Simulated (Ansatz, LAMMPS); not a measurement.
**Site preference of a vacancy of Ga in 69In2O3-31Ga2O3 (mol %) with crystalline order left by the classical run (80 atoms)**

At which site of 69In2O3-31Ga2O3 (mol %) with crystalline order left by the classical run (80 atoms) does a vacancy of Ga cost least, and what about the site decides it?

Main program and level: Ansatz 0.2.0; Kohn-Sham DFT, PBEsol, PAW (set soft_2), plane waves.

## (1) Set-up

The cell holds 80 atoms: 22 In, 10 Ga and 48 O. Its edges and angles: a = 10.110 Å, b = 10.110 Å, c = 10.110 Å, α = 90.0°, β = 90.0°, γ = 90.0°. 80 atoms (22 Sc, 10 Fe, 48 O) placed at random at 3.87 g/cm³, melted at 5000 K for 10 ps at fixed volume with the Morse and Coulomb pair potential with partial charges (Pedone, Malavasi, Menziani, Cormack and Segre, J. Phys. Chem. B 110, 11780 (2006)). Quenched from 5000 K to 300 K at 20 K/ps and fixed volume, held 10 ps at zero pressure, then minimised at fixed cell. Then Sc was replaced by In, Fe was replaced by Ga and the cell scaled by 1.027 (the potential has no terms for the new elements, so the cell is a start for a DFT relaxation).

Limits known from the start: The quench rate of 20 K/ps is orders of magnitude faster than experiment, which tends to freeze in extra defects. The network of bonds at the start is that of the classical potential that made the cell, and needn't be the one that DFT or experiment would give. Only the Γ point is sampled, in a cell whose shortest periodic width is 10 Å.

## (2) Single point at the start

The forces at the start show how far the geometry lies from a minimum of this functional.

File input.yaml:

```yaml
crystal:
  lattice:
    - [10.10958, 0.0, 0.0]
    - [0.0, 10.10958, 0.0]
    - [0.0, 0.0, 10.10958]
  atoms:
    - { symbol: In, position: [0.79733, 0.1936, 0.05553] }
    - { symbol: In, position: [0.55914, 0.47155, 0.56115] }
    - { symbol: In, position: [0.77513, 0.71724, 0.06109] }
    - { symbol: In, position: [0.59859, 0.40306, 0.21386] }
    - { symbol: In, position: [0.62189, 0.89966, 0.55342] }
    - { symbol: In, position: [0.28188, 0.94441, 0.39157] }
    - { symbol: In, position: [0.98797, 0.97995, 0.23404] }
    - { symbol: In, position: [0.54234, 0.98692, 0.21701] }
    - { symbol: In, position: [0.01141, 0.92466, 0.55557] }
    - { symbol: In, position: [0.49524, 0.69424, 0.23718] }
    - { symbol: In, position: [0.54818, 0.97534, 0.8943] }
    - { symbol: In, position: [0.78704, 0.20792, 0.39262] }
    - { symbol: In, position: [0.95657, 0.50575, 0.5584] }
    - { symbol: In, position: [0.27208, 0.93985, 0.04884] }
    - { symbol: In, position: [0.99985, 0.95954, 0.87433] }
    - { symbol: In, position: [0.29187, 0.46703, 0.0502] }
    - { symbol: In, position: [0.27644, 0.45036, 0.71522] }
    - { symbol: In, position: [0.77994, 0.70509, 0.7272] }
    - { symbol: In, position: [0.78332, 0.69432, 0.37574] }
    - { symbol: In, position: [0.28736, 0.96591, 0.72127] }
    - { symbol: In, position: [0.49376, 0.68351, 0.87056] }
    - { symbol: In, position: [0.79331, 0.20293, 0.70888] }
    - { symbol: Ga, position: [0.02536, 0.41716, 0.21415] }
    - { symbol: Ga, position: [0.81195, 0.45759, 0.91194] }
    - { symbol: Ga, position: [0.53029, 0.26481, 0.87093] }
    - { symbol: Ga, position: [0.11589, 0.25251, 0.89568] }
    - { symbol: Ga, position: [0.08294, 0.21659, 0.5358] }
    - { symbol: Ga, position: [0.4764, 0.17325, 0.53977] }
    - { symbol: Ga, position: [0.05106, 0.66912, 0.89342] }
    - { symbol: Ga, position: [0.28394, 0.46216, 0.40009] }
    - { symbol: Ga, position: [0.06527, 0.69845, 0.22946] }
    - { symbol: Ga, position: [0.28045, 0.21036, 0.22135] }
    - { symbol: O, position: [0.69079, 0.6069, 0.89637] }
    - { symbol: O, position: [0.13772, 0.29261, 0.70931] }
    - { symbol: O, position: [0.94983, 0.07481, 0.41149] }
    - { symbol: O, position: [0.6676, 0.10321, 0.5508] }
    - { symbol: O, position: [0.43854, 0.60961, 0.05646] }
    - { symbol: O, position: [0.82975, 0.82235, 0.55177] }
    - { symbol: O, position: [0.64251, 0.3474, 0.72502] }
    - { symbol: O, position: [0.10345, 0.83322, 0.37822] }
    - { symbol: O, position: [0.44649, 0.57122, 0.70726] }
    - { symbol: O, position: [0.41578, 0.10896, 0.35598] }
    - { symbol: O, position: [0.38249, 0.34056, 0.55305] }
    - { symbol: O, position: [0.3618, 0.34461, 0.89187] }
    - { symbol: O, position: [0.69001, 0.12237, 0.88241] }
    - { symbol: O, position: [0.45088, 0.11007, 0.74287] }
    - { symbol: O, position: [0.92729, 0.55823, 0.75903] }
    - { symbol: O, position: [0.43899, 0.08274, 0.05398] }
    - { symbol: O, position: [0.14655, 0.31244, 0.08116] }
    - { symbol: O, position: [0.93814, 0.55797, 0.05259] }
    - { symbol: O, position: [0.61562, 0.8556, 0.05818] }
    - { symbol: O, position: [0.41383, 0.91228, 0.55268] }
    - { symbol: O, position: [0.88652, 0.79798, 0.22004] }
    - { symbol: O, position: [0.8733, 0.3102, 0.22004] }
    - { symbol: O, position: [0.10599, 0.83583, 0.73186] }
    - { symbol: O, position: [0.94056, 0.04857, 0.04827] }
    - { symbol: O, position: [0.18827, 0.05241, 0.55037] }
    - { symbol: O, position: [0.9006, 0.30662, 0.54909] }
    - { symbol: O, position: [0.62486, 0.33868, 0.40842] }
    - { symbol: O, position: [0.37062, 0.85624, 0.22282] }
    - { symbol: O, position: [0.65834, 0.35088, 0.02147] }
    - { symbol: O, position: [0.95281, 0.56442, 0.35497] }
    - { symbol: O, position: [0.70154, 0.11086, 0.22481] }
    - { symbol: O, position: [0.37402, 0.85689, 0.88271] }
    - { symbol: O, position: [0.15594, 0.30451, 0.36479] }
    - { symbol: O, position: [0.11772, 0.79399, 0.05285] }
    - { symbol: O, position: [0.68141, 0.59568, 0.2153] }
    - { symbol: O, position: [0.18686, 0.54356, 0.88575] }
    - { symbol: O, position: [0.73836, 0.58241, 0.55284] }
    - { symbol: O, position: [0.39492, 0.36161, 0.20694] }
    - { symbol: O, position: [0.91062, 0.29421, 0.89519] }
    - { symbol: O, position: [0.18036, 0.06184, 0.8934] }
    - { symbol: O, position: [0.88506, 0.79058, 0.89329] }
    - { symbol: O, position: [0.18404, 0.04654, 0.21389] }
    - { symbol: O, position: [0.94128, 0.06015, 0.70443] }
    - { symbol: O, position: [0.44624, 0.57048, 0.39535] }
    - { symbol: O, position: [0.61702, 0.83268, 0.35572] }
    - { symbol: O, position: [0.16383, 0.522, 0.54737] }
    - { symbol: O, position: [0.61864, 0.83456, 0.75114] }
    - { symbol: O, position: [0.18632, 0.54798, 0.2226] }
kpoints:
  mp_grid: { grid: [1, 1, 1] }
hamiltonian:
  xc: pbesol
scf:
  occupations: { method: gaussian, width: 0.025 }
output:
  forces: true
```

The run is started by

```sh
$ ansatz run input.yaml --threads 4 --pin off --max-ram 8192MiB --backend cpu --events-out ev --progress --plain --runs-dir out
```

Numbers of over 12 decimals in the logs are rounded to 6 here.

Output:

```text
Engine: ansatz 0.2.0, x86_64-unknown-linux-gnu
Pseudopotentials: kind: paw
Pseudopotential: In, paw, valence charge 13, recommended cutoff 420 eV (normal), In.paw.azcp
Pseudopotential: Ga, paw, valence charge 13, recommended cutoff 420 eV (normal), Ga.paw.azcp
Pseudopotential: O, paw, valence charge 6, recommended cutoff 420 eV (normal), O.paw.azcp
[... 3 lines on functional and potentials left out ...]
Crystal: 80 atoms, lattice volume = 1033.236 Å³
Basis set: ecut = 420 eV, 20197 PW (Γ), exchange–correlation on 144×144×144 points (8 copies of the dense FFT grid, shifted against one another)
Bands: 432, of which v1, the nominal top of the filled ones, is band 352 counted from 1 (351 counted from 0)
Symmetry: 1 space group operations
Space group: P1 (ITA 1), of the structure as read, at distance tolerance 1.0e-4 Å
k-points: 1
[... 10 lines on functional and potentials left out ...]
Initial density: superposition of atomic densities (neutral atoms: chi_scale 0, normalization atom), corrected by the library's trained network
Initial wavefunctions: pseudopotential atomic-orbital guess
Functional: x = pbesol(κ = 0.804, μ = 0.123457), c = pbesol(β = 0.046)
SCF iter   1: F=—  HF=-185913.052904 eV  |F-HF|=—  |Δ(HF+E_count)|=         —  Δρ=1.55e-2  dr2=1.98e0  ethr=1.77e-3  ⟨swp⟩=6.0  Hψ=1596  notcnv=0
preconditioner: auto → Resta (q_TF=auto, 2.559 Å⁻¹)  ε∞=4.7  [insulator: Δε(μ)=0.581 eV  Ē_g=15.979 eV  σ=0.025 eV  W_gap=1.00  n_scr=256 (ndim 8)  ℏωp=30.7 eV  f_vac=0.054  D(μ)=0.00/eV (n_scr^D=0)  ε∞_Penn≈4.7]
SCF iter   2: F=—  HF=-185912.519310 eV  |F-HF|=—  |Δ(HF+E_count)|=   5.34e-1  Δρ=2.82e-3  dr2=4.95e-2  ethr=2.81e-4  ⟨swp⟩=2.0  Hψ=818  notcnv=0  defer=72
SCF iter   3: F=—  HF=-185912.510057 eV  |F-HF|=—  |Δ(HF+E_count)|=   9.25e-3  Δρ=1.15e-3  dr2=1.25e-2  ethr=7.03e-6  ⟨swp⟩=2.0  Hψ=685  notcnv=0  defer=48
automatic band count: iteration 3 solves 408 bands in place of 432: the levels show a gap, and the empty bands left out lie too high to hold charge; the band table lists the bands solved (type scf.n_extra_bands for more)
SCF iter   4: F=—  HF=-185912.510119 eV  |F-HF|=—  |Δ(HF+E_count)|=   6.19e-5  Δρ=7.64e-4  dr2=5.54e-3  ethr=1.78e-6  ⟨swp⟩=2.0  Hψ=674  notcnv=0  defer=48
SCF iter   5: F=—  HF=-185912.509456 eV  |F-HF|=—  |Δ(HF+E_count)|=   6.62e-4  Δρ=1.97e-4  dr2=5.14e-4  ethr=7.86e-7  ⟨swp⟩=2.0  Hψ=674  notcnv=0  defer=48
SCF iter   6: F=—  HF=-185912.509552 eV  |F-HF|=—  |Δ(HF+E_count)|=   9.55e-5  Δρ=9.54e-5  dr2=1.03e-4  ethr=7.30e-8  ⟨swp⟩=2.0  Hψ=669  notcnv=0  defer=48
SCF iter   7: F=—  HF=-185912.509552 eV  |F-HF|=—  |Δ(HF+E_count)|=   9.37e-7  Δρ=3.78e-5  dr2=1.86e-5  ethr=1.46e-8  ⟨swp⟩=2.0  Hψ=676  notcnv=0  defer=48
SCF iter   8: F=—  HF=-185912.511008 eV  |F-HF|=—  |Δ(HF+E_count)|=   1.46e-3  Δρ=2.12e-5  dr2=4.75e-6  ethr=2.64e-9  ⟨swp⟩=2.0  Hψ=707  notcnv=0  defer=48
SCF iter   9: F=—  HF=-185912.511008 eV  |F-HF|=—  |Δ(HF+E_count)|=   7.30e-8  Δρ=6.11e-6  dr2=4.82e-7  ethr=6.75e-10  ⟨swp⟩=2.0  Hψ=688  notcnv=0  defer=48
SCF iter  10: F=—  HF=-185912.511008 eV  |F-HF|=—  |Δ(HF+E_count)|=   4.09e-7  Δρ=3.03e-6  dr2=1.28e-7  ethr=1.42e-11  ⟨swp⟩=4.0  Hψ=1260  notcnv=0
SCF iter  11: F=—  HF=-185912.511008 eV  |F-HF|=—  |Δ(HF+E_count)|=   1.58e-7  Δρ=3.63e-6  dr2=1.28e-7  ethr=1.42e-11  ⟨swp⟩=4.0  Hψ=1260  notcnv=0
SCF iter  12: F=-185912.511008 eV  HF=-185912.511008 eV  |F-HF|=6.87e-9  |Δ(HF+E_count)|=   3.03e-9  Δρ=6.19e-7  dr2=5.95e-9  ethr=1.42e-11  ⟨swp⟩=2.0  Hψ=1470  notcnv=0
SCF 1 converged in 12 iterations: F = -185912.511008 eV  dr2 = 5.95e-9
  greatest PAW one-centre occupation: 0.997 electrons in one spin orbital (limit 2), on the Ga atom at site 30 (counted from 0), in its partial waves of l = 2
SCF converged after 12 iterations
Free energy (F): -185912.511008 eV
Harris-Foulkes:  -185912.511008 eV  (|F-HF|=6.87e-9)
Internal energy: -185912.511008 eV  (E = F + TS)
E sigma→0 (E₀):  -185912.511008 eV
Fermi energy:    8.137604 eV
--- Per-component energies (eV) ---
  E_band       = -869.643896
  E_kinetic    = 14887.267110
  E_local      = -59773.583122  (includes V_loc(G=0)·N_el)
  E_nonlocal   = 14846.713965
  E_hartree    = 24588.326831
  E_xc         = -8801.278836
  E_vxc        = -7177.612785  (∫ρ·V_xc dr)
  E_paw        = -116869.581700  (= ΣΔE_a)
  E_vpaw       = -12829.192459  (= ΣTr[D̂ρ^β])
  E_aug_tail   = 0.114637  (compensation charges beyond the density's cutoff)
  E_ewald      = -54806.003346
  E_core_change = 15.513453  (= ΣΔE_core)
  E_smearing   = -0.000000  (= −TS)
  E_closure    = -0.000000  (closes the sum)
  Σ components = -185912.511008   (vs F -185912.511008, Δ=0.00e0)
--- Forces (eV/Å), atoms counted from 1 ---
  atom   1  In     0.05926384    -0.47080948     0.27818600
  atom   2  In     0.23137170     0.11223061     0.12179509
  atom   3  In     0.20390029     0.24960031    -0.21550096
  atom   4  In     0.16518009    -0.39417934     0.26017444
  atom   5  In    -0.52648132     0.32397487    -0.14644308
  atom   6  In     0.49685759    -0.13708492     0.02272931
  atom   7  In    -0.29491162     0.47835410    -0.22070815
  atom   8  In     0.61184763     0.96627385    -0.25723796
  atom   9  In    -0.59428781    -0.39538883     0.36738336
  atom  10  In    -0.59475042    -0.07386772    -0.07155875
  atom  11  In     0.55676982     0.55466657     0.31789670
  atom  12  In    -0.20149722    -0.10636772    -0.63486450
  atom  13  In     0.42598804    -0.05486292    -0.09082913
  atom  14  In     0.20233324    -0.07301690     0.22882152
[...]
atom  79  O     -0.11635655    -0.40892187    -0.08244388
  atom  80  O     -1.19479032    -0.05017441     0.71139476
  max |Σ_I F_I| component: 2.66e-5 eV/Å
```

It took 7.9 s on 4 threads of Intel Xeon 6975P-C (Granite Rapids), shared host; peak memory 1.6 GiB; 29 s of CPU time.

The r.m.s. force at the start is 0.44 eV/Å.

## (3) Relaxation

The atoms are relaxed in the fixed cell, aiming at the force tolerance of the input.

File input.yaml:

```yaml
crystal:
  lattice:
    - [10.10958, 0.0, 0.0]
    - [0.0, 10.10958, 0.0]
    - [0.0, 0.0, 10.10958]
  atoms:
    [... the 80 atom lines of step 2 ...]
kpoints:
  mp_grid: { grid: [1, 1, 1] }
hamiltonian:
  xc: pbesol
scf:
  occupations: { method: gaussian, width: 0.025 }
output:
  forces: true
relax:
  f_tol: 0.05
  max_steps: 120
```

Output:

```text
[...]
Crystal: 80 atoms, lattice volume = 1033.236 Å³
Basis set: ecut = 420 eV, 20197 PW (Γ), exchange–correlation on 144×144×144 points (8 copies of the dense FFT grid, shifted against one another)
Bands: 432, of which v1, the nominal top of the filled ones, is band 352 counted from 1 (351 counted from 0)
Symmetry: 1 space group operations
[...]
k-points: 1
[...]
SCF iter   1: F=—  HF=-185913.052904 eV  |F-HF|=—  |Δ(HF+E_count)|=         —  Δρ=1.55e-2  dr2=1.98e0  ethr=1.77e-3  ⟨swp⟩=6.0  Hψ=1596  notcnv=0
[...]
SCF iter   6: F=—  HF=-185912.510991 eV  |F-HF|=—  |Δ(HF+E_count)|=   1.06e-4  Δρ=9.53e-5  dr2=1.03e-4  ethr=7.30e-8  ⟨swp⟩=2.0  Hψ=669  notcnv=0  defer=72
SCF iter   7: F=-185912.511003 eV  HF=-185912.510997 eV  |F-HF|=5.26e-6  |Δ(HF+E_count)|=   6.63e-6  Δρ=3.78e-5  dr2=1.86e-5  ethr=8.88e-9  ⟨swp⟩=2.0  Hψ=1464  notcnv=0
SCF 1 converged in 7 iterations: F = -185912.511003 eV  dr2 = 1.86e-5
[...]
relax step   1: F+E_penalty+E_count = -185912.51100261 eV  Δ(F+E_penalty+E_count) = +0.000e0 eV  max|allowed force component| = 1.288e0 eV/Å  Δτ_max = 0.0000 Å  (7 SCF iters, dr2 threshold 6.25e-5 eV, accepted)
[...]
relax step   2: F+E_penalty+E_count = -185914.19566778 eV  Δ(F+E_penalty+E_count) = -1.685e0 eV  max|allowed force component| = 7.367e-1 eV/Å  Δτ_max = 0.1462 Å  (7 SCF iters, dr2 threshold 1.00e-4 eV, accepted)
[...]
relax step   3: F+E_penalty+E_count = -185914.90823649 eV  Δ(F+E_penalty+E_count) = -7.126e-1 eV  max|allowed force component| = 4.400e-1 eV/Å  Δτ_max = 0.0914 Å  (7 SCF iters, dr2 threshold 3.39e-5 eV, accepted)
relax step   4: F+E_penalty+E_count = -185915.63438832 eV  Δ(F+E_penalty+E_count) = -7.262e-1 eV  max|allowed force component| = 3.834e-1 eV/Å  Δτ_max = 0.2000 Å  (7 SCF iters, dr2 threshold 6.33e-5 eV, accepted)
relax step   5: F+E_penalty+E_count = -185915.99526780 eV  Δ(F+E_penalty+E_count) = -3.609e-1 eV  max|allowed force component| = 1.792e-1 eV/Å  Δτ_max = 0.2000 Å  (8 SCF iters, dr2 threshold 5.24e-5 eV, accepted)
relax step   6: F+E_penalty+E_count = -185916.01179747 eV  Δ(F+E_penalty+E_count) = -1.653e-2 eV  max|allowed force component| = 6.322e-1 eV/Å  Δτ_max = 0.1774 Å  (9 SCF iters, dr2 threshold 7.02e-6 eV, accepted)
relax step   7: F+E_penalty+E_count = -185916.21051881 eV  Δ(F+E_penalty+E_count) = -1.987e-1 eV  max|allowed force component| = 1.820e-1 eV/Å  Δτ_max = 0.2000 Å  (7 SCF iters, dr2 threshold 8.73e-5 eV, accepted)
relax step   8: F+E_penalty+E_count = -185916.30665571 eV  Δ(F+E_penalty+E_count) = -9.614e-2 eV  max|allowed force component| = 1.371e-1 eV/Å  Δτ_max = 0.2000 Å  (9 SCF iters, dr2 threshold 2.75e-6 eV, accepted)
relax step   9: F+E_penalty+E_count = -185916.30959310 eV  Δ(F+E_penalty+E_count) = -2.937e-3 eV  max|allowed force component| = 3.179e-1 eV/Å  Δτ_max = 0.1824 Å  (11 SCF iters, accepted)
relax step  10: F+E_penalty+E_count = -185916.40806980 eV  Δ(F+E_penalty+E_count) = -9.848e-2 eV  max|allowed force component| = 1.198e-1 eV/Å  Δτ_max = 0.2000 Å  (7 SCF iters, dr2 threshold 5.73e-5 eV, accepted)
relax step  11: F+E_penalty+E_count = -185916.43545877 eV  Δ(F+E_penalty+E_count) = -2.739e-2 eV  max|allowed force component| = 1.262e-1 eV/Å  Δτ_max = 0.2000 Å  (11 SCF iters, accepted)
relax step  12: F+E_penalty+E_count = -185916.42620863 eV  Δ(F+E_penalty+E_count) = +9.250e-3 eV  max|allowed force component| = 2.665e-1 eV/Å  Δτ_max = 0.0986 Å  (10 SCF iters, rejected (line search))
relax step  13: F+E_penalty+E_count = -185916.45575264 eV  Δ(F+E_penalty+E_count) = -2.029e-2 eV  max|allowed force component| = 5.743e-2 eV/Å  Δτ_max = 0.0493 Å  (9 SCF iters, accepted)
[...]
relax step  14: F+E_penalty+E_count = -185916.46093300 eV  Δ(F+E_penalty+E_count) = -5.180e-3 eV  max|allowed force component| = 2.943e-2 eV/Å  Δτ_max = 0.0429 Å  (9 SCF iters, accepted)
SCF converged after 9 iterations
Free energy (F): -185916.460933 eV
[...]
Internal energy: -185916.460933 eV  (E = F + TS)
E sigma→0 (E₀):  -185916.460933 eV
Fermi energy:    8.220650 eV
[...]
Σ components = -185916.460933   (vs F -185916.460933, Δ=0.00e0)
--- Forces (eV/Å), atoms counted from 1 ---
  atom   1  In     0.01016801    -0.01304064    -0.00054770
  atom   2  In    -0.00403645     0.00618957     0.00786783
  atom   3  In     0.00020861     0.01507506     0.01083162
  atom   4  In     0.00153356     0.00390730    -0.00875510
[...]
atom  80  O      0.00598063    -0.00439869     0.00419210
  max |Σ_I F_I| component: 5.37e-5 eV/Å
--- Relaxed structure (14 steps of the walk, 13 accepted, 0 SCFs on fresh bases) ---
  F+E_penalty+E_count = -185916.46093300 eV   max|allowed force component| = 2.943e-2 eV/Å
  atoms:
    - { symbol: In, position: [0.799664, 0.192142, 0.050986] }
    - { symbol: In, position: [0.558896, 0.470234, 0.551906] }
    - { symbol: In, position: [0.767213, 0.716894, 0.062489] }
    - { symbol: In, position: [0.605329, 0.385825, 0.205977] }
[...]
- { symbol: O, position: [0.159371, 0.531034, 0.225298] }
```

The job ended after 82 s (4 threads; peak memory 1.7 GiB).

The relaxation converged after 14 steps, 3.95 eV below its start, with a largest force component of 0.029 eV/Å.

(Continued in part 2 of 3.)

[Logs are printed without paths, hosts, clocks, repeated set-up lines and the standing remarks that a program may print on its own settings, such as how far it seeks lower states.]

[Hosts, paths, dates, database ids (printed as entryN), source tags and the programs' standing remarks are cut or masked in the printed files.]
